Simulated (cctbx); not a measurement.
# Symmetry from intensities

Cell: a = 3.9070 Å, b = 3.9070 Å, c = 14.8120 Å, α = 90.00°, β = 90.00°, γ = 120.00°. Expected content of the cell: Ni2 S6 Al2.

The data are simulated with cctbx, not measured: Ag Kα, λ = 0.56087 Å, to d = 0.65 Å, 80 % of the full sphere, strongest reflection 20000 counts, noise from counting, a 2 % proportional error and a noise floor of 2 counts (s.d.); no absorption.

A first pass over the reflections prints:

```text
2358 reflections to d = 0.650 A
centring   violations  <I/sigma> of those
    A        942 of  1186     16.8
    B        935 of  1173     16.9
    C        989 of  1219     16.9
    I        944 of  1174     17.0
    R       1259 of  1557     16.1
    F       1433 of  1789     16.9
Laue class    unique    Rint  (classes that these axes allow; Friedel mates merged)
P -1             1408   0.020
P 1 1 2/m         770   0.023
P -3              505   0.025
P -3 1 m          306   0.027
P -3 m 1          348   0.026
P 6/m             271   0.027
P 6/m m m         210   0.027
space group    extra absences  I>4sigma  <I/sigma>
P 6 2 2                 0          0         -  acentric
P 63 2 2               17          0       0.2  acentric
P 6 m m                 0          0         -  acentric
P 63 m c              223          0      -0.1  acentric
P -6 m 2                0          0         -  acentric
P -6 2 m                0          0         -  acentric
P -6 2 c              223          0      -0.1  acentric
P 6/m m m               0          0         -  centric
P 63/m m c            223          0      -0.1  centric
Wilson B = 0.59 A^2   <|E^2-1|> = 0.765 (0.968 centric, 0.736 acentric)   E^2>4: 1.6 %
shell (A)         n   <I/sigma>
14.82 - 1.30     39     56.3
 1.30 - 1.03     29     68.0
 1.03 - 0.90     27     49.4
 0.90 - 0.82     25     54.9
 0.82 - 0.76     22     47.1
 0.76 - 0.72     27     52.8
 0.72 - 0.68     16     41.7
 0.68 - 0.65     25     37.3
```

**Question.** What are the lattice type, the Laue class and the likely space group?

Every centring test has many violations, so the lattice is primitive.

Rint stays low (0.020 to 0.027) up to P 6/m m m, the highest class in these axes.

9 settings pass the absence test. The most absences obeyed, 223, belong to P 63 m c, P -6 2 c and P 63/m m c, which absences can't tell apart.

⟨|E²−1|⟩ = 0.765 leans to a non-centrosymmetric structure. Here that hint misleads: the statistic assumes many like atoms on general positions, and few, heavy or special-position atoms break it. The Wilson B of 0.59 Å² means U ≈ 0.0075 Å².

The true group is P6_3/mmc (no. 194), Laue class 6/mmm, centrosymmetric. The tables only narrow the choice to the tied entries; cell content, site symmetry and trial solutions must settle it.

The model is made up (kin elements in a known structure type, no relaxation), so it says nothing on whether the phase exists.

[Logs are printed without paths, hosts, clocks, repeated set-up lines and the standing remarks that a program may print on its own settings, such as how far it seeks lower states.]
